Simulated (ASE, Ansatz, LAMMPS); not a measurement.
# Localised basis functions on twisted graphene double bilayer, 50.57° (296 atoms), part 2 of 2

Wanted: errors and times of a linear-scaling basis for twisted graphene double bilayer, 50.57° (296 atoms).

Ansatz 0.2.0; Kohn-Sham DFT, PBE+D3(BJ), PAW (set soft_2), plane waves.

The cell: 296 C. One k-point is far too coarse for the carbon or group-IV sheet, and it can put spurious forces of up to about 1 eV/Å on the sheet's atoms. Beside vacuum, support functions can miss their usual error bounds without a warning. Only the Γ point is sampled, in a cell whose shortest periodic width is 13 Å.

So far. Step 3 (Plane-wave single point): Valence density in the ca plane at fractional y = 0.009, with atoms of C within 0.2 Å of it. It is the smooth field of the valence electrons, not physical close to the nuclei.

## Step 4: Structure statistics

Bonds and neighbours are counted at the geometry of the runs.

Normalised to the volume that the atoms fill. Pair distribution function in bins of 0.2 Å:

```
r (Å)  total
 1.40   4.67
 1.60   0.00
 1.80   0.00
 2.00   0.00
 2.20   0.00
 2.40   3.10
 2.60   0.00
 2.80   1.19
 3.00   0.00
 3.20   0.00
 3.40   0.29
 3.60   1.27
 3.80   1.52
 4.00   0.20
 4.20   1.76
 4.40   0.90
 4.60   0.17
 4.80   0.16
 5.00   2.04
 5.20   0.89
 5.40   0.45
 5.60   0.43
 5.80   0.12
 6.00   0.39
 6.20   1.38
 6.40   0.12
 6.60   1.32
 6.80   0.29
```

Bonds by pair of elements; cutoffs follow the first minimum of g(r), held within bounds set by covalent radii, and pairs that aren't listed don't count as bonded:

```
pair A-B  cutoff (Å)  bonds  mean length (Å)  spread (Å)  shortest (Å)  B about A  A about B
     C-C        1.82    444             1.42           0          1.42          3          3
```

How many atoms have how many bonded neighbours:

```
element  mean    3
      C     3  296
```

Bond angles (no mean is given where the spread exceeds 20°):

```
angle  count  mean (°)  spread (°)
C-C-C    888       120           0
```

Counting bonds as in the table, all C atoms have 3 bonded neighbours.

Local excerpt of 13 atoms (numbers count through the whole input) about C47, picked at random; x, y, z are measured from there.

```
atom      x      y     z  distance (Å)  bonds  Löwdin charge (e)
 C47   0.00   0.00  0.00          0.00      3               0.04
 C38  -1.42  -0.12  0.00          1.42      3               0.04
 C50   0.61   1.28  0.00          1.42      3               0.04
 C48   0.81  -1.17  0.00          1.42      3               0.04
 C35  -2.02  -1.40  0.00          2.46      3               0.04
 C57   2.22  -1.05  0.00          2.46      3               0.04
 C59   2.02   1.40  0.00          2.46      3               0.04
 C37  -2.22   1.05  0.00          2.46      3               0.04
 C45   0.20  -2.45  0.00          2.46      3               0.04
 C49  -0.20   2.45  0.00          2.46      3               0.04
 C36  -1.21  -2.57  0.00          2.84      3               0.04
 C60   2.83   0.23  0.00          2.84      3               0.04
 C40  -1.62   2.33  0.00          2.84      3               0.04
```

## Step 5: Support functions medium

With localised support functions most steps grow linearly with size, though the diagonalisation grows faster unless the density matrix is cut; this run measures error and cost at this size. The level medium gives here a grid of 72×72×108 points and a radius of 3.40 Å.

This step: Kohn-Sham DFT, PBE+D3(BJ), PAW (set soft_2), localised support functions (medium) (Ansatz 0.2.0).

Input file input.yaml:

```yaml
crystal:
  lattice:
    - [14.9636, 0.0, 0.0]
    - [-7.4818, 12.95886, 0.0]
    - [0.0, 0.0, 24.18]
  atoms:
    [... the 296 atom lines of step 3 ...]
kpoints:
  mp_grid: { grid: [1, 1, 1] }
hamiltonian:
  xc: pbe
  dispersion: d3bj
scf:
  occupations: { method: fermi_dirac, width: 0.05 }
  eigensolver: { kind: { support_functions: { accuracy: medium } } }
  mixing: { beta: 0.2 }
  max_iter: 150
output:
  forces: true
  eigenvalues: true
```

On the command line:

```bash
ansatz run input.yaml --threads 8 --pin off --max-ram 15872MiB --backend cpu --events-out ev --progress --plain --runs-dir out
```

The program printed:

```text
Warning: scf.eigensolver.kind.support_functions: disabling space-group detection — the functions' gradient is summed over unrotated k-points, so no spatial operation reduces the k-mesh or symmetrises the density; time reversal is kept, so that k and −k are solved as one point where they differ and the mesh holds both, and exact exchange and, on two spinor components, a DFT+U term hold to it where the run has them: [...]
settings of this run that can trade accuracy for cost: scf.eigensolver.kind.support_functions [...]
[...]
Crystal: 296 atoms, lattice volume = 4688.773 Å³
Basis set: ecut = 420 eV, 91563 PW (Γ), exchange–correlation on 216×216×324 points (8 copies of the dense FFT grid, shifted against one another)
Bands: 711, of which v1, the nominal top of the filled ones, is band 592 counted from 1 (591 counted from 0)
Symmetry: 1 space group operations
k-points: 1
[...]
Eigensolver: Support functions (medium, 72×72×108 points, laid for a spacing of at most 0.228497 Å, radius 3.396643 Å, 113 sites without an atom, 1 species' potentials softened for the grid, 1 wholly corrected for its errors in the mean over positions, 1 with the egg-box correction, energy correction by stochastic trace)
[...]
SCF iter   1: F=—  HF=-74381.601160 eV  |F-HF|=—  |Δ(HF+E_count)|=         —  Δρ=7.98e-2  dr2=2.86e2  ethr=1.00e-1
[...]
SCF iter  13: F=-74321.512802 eV  HF=-74321.512803 eV  |F-HF|=1.05e-6  |Δ(HF+E_count)|=   1.79e-3  Δρ=8.98e-6  dr2=4.90e-6  ethr=1.20e-9
SCF 1 converged in 13 iterations: F = -74321.534573 eV  dr2 = 4.90e-6
[...]
SCF converged after 13 iterations
Stability not checked: this state was not tested for a lower state beside it, because the mixer in use, unlike msr1, does not test its closes by its own steps (another_mixer; see scf.mixing.algorithm and scf.lower_state_search)
Free energy (F): -74321.534573 eV
[...]
Internal energy: -74321.534573 eV  (E = F + TS)
E sigma→0 (E₀):  -74321.534573 eV
Fermi energy:    2.080466 eV
[...]
--- Forces (eV/Å), atoms counted from 1 ---
  atom   1  C     -0.00030468    -0.00062590    -0.03058930
  atom   2  C     -0.00050320     0.00060901     0.00550569
  atom   3  C      0.00009321    -0.00063661    -0.03176547
  atom   4  C      0.00001724     0.00062659     0.00408701
  atom   5  C      0.00411637    -0.00023729    -0.03057687
  atom   6  C      0.00034201    -0.00011706     0.00184472
  atom   7  C     -0.00313298     0.00058153    -0.03271734
  atom   8  C      0.00288355    -0.00062237     0.00466973
  atom   9  C     -0.00063725    -0.00020369    -0.02964461
  atom  10  C     -0.00429077     0.00047502     0.00184325
  atom  11  C     -0.00017224    -0.00019319    -0.03147118
  atom  12  C      0.00012925     0.00044199     0.00507952
  atom  13  C      0.00023335    -0.00023855    -0.03072613
  atom  14  C      0.00024048     0.00022822     0.00245047
[...]
atom 295  C      0.00027459     0.00009732    -0.00342615
  atom 296  C     -0.00011416    -0.00036096     0.03054542
  max |Σ_I F_I| component: 2.53e-3 eV/Å
--- Band table (eV) ---
[...]
```

Wall time 3.6 min (8 threads of Intel Xeon Platinum 8259CL at 2.50GHz (Skylake/Cascade Lake), shared host); peak memory 7.8 GiB; 28 min of CPU time.

The program notes that the band table was not solved further than the SCF left it and it switched symmetry off. Further notices: band edge not converged.

Keys that differ from the reference: support_functions.accuracy = "medium", scf.max_iter = 150 and scf.mixing.beta = 0.2.

Forces differ from the reference by 1.7 meV/Å r.m.s.; the energy by -3.8 meV/atom. It took roughly 2.2 times the reference's time (one timing each, with unlike analyses asked), in 13 cycles against 9.

## Step 6: All settings compared

Differences are against the plane-wave reference (Kohn-Sham DFT, PBE+D3(BJ), PAW (set soft_2), plane waves), whose r.m.s. force component is 0.0140 eV/Å. Energies are set beside the reference only for runs with its functional, potentials and electron count. Times are for 8 threads of Intel Xeon Platinum 8259CL at 2.50GHz (Skylake/Cascade Lake), shared host. The reference's time includes the DOS and grids, which some other runs skip.

```
                     run  Δ force, r.m.s. (meV/Å)  Δ energy (meV/atom)  cycles     time  host memory (GiB)
               reference                        -                    -       9  1.7 min                8.8
support functions medium                     1.75                -3.76      13  3.6 min                7.8
```

## Step 7: Results

```
free energy per atom                          : -251.0825 eV/atom
r.m.s. force component                        : 0.01397 eV/Å
potential in mid-vacuum, over the Fermi level : 4.205 eV
wall time of the 2 DFT runs                   : 5.3 min
```

In words: The setting support functions medium changes forces by 1.7 meV/Å r.m.s. At 296 atoms the run with support functions medium takes roughly 2.2 times the time of plane waves (whose run also made extra analyses), in 13 SCF cycles against 9. Differences between support functions and plane waves include what basis error the plane-wave run still has.

No gap is quoted, since the k-points of the run needn't hold the point where the bands of a honeycomb sheet meet. The potential stands 4.21 eV above the Fermi level over the upper face and 4.21 eV under the lower one, a reading of the work function, with no dipole correction. The Fermi level falls in a spacing of 2.4 eV between levels, so it is uncertain by that much. Counting bonds as in the table, all C atoms have 3 bonded neighbours.

[Long decimals in the printed logs are rounded to 6 places.]

[Logs are printed without paths, hosts, clocks, repeated set-up lines and the standing remarks that a program may print on its own settings, such as how far it seeks lower states.]

[Hosts, paths, dates, database ids (printed as entryN), source tags and the programs' standing remarks are cut or masked in the printed files.]
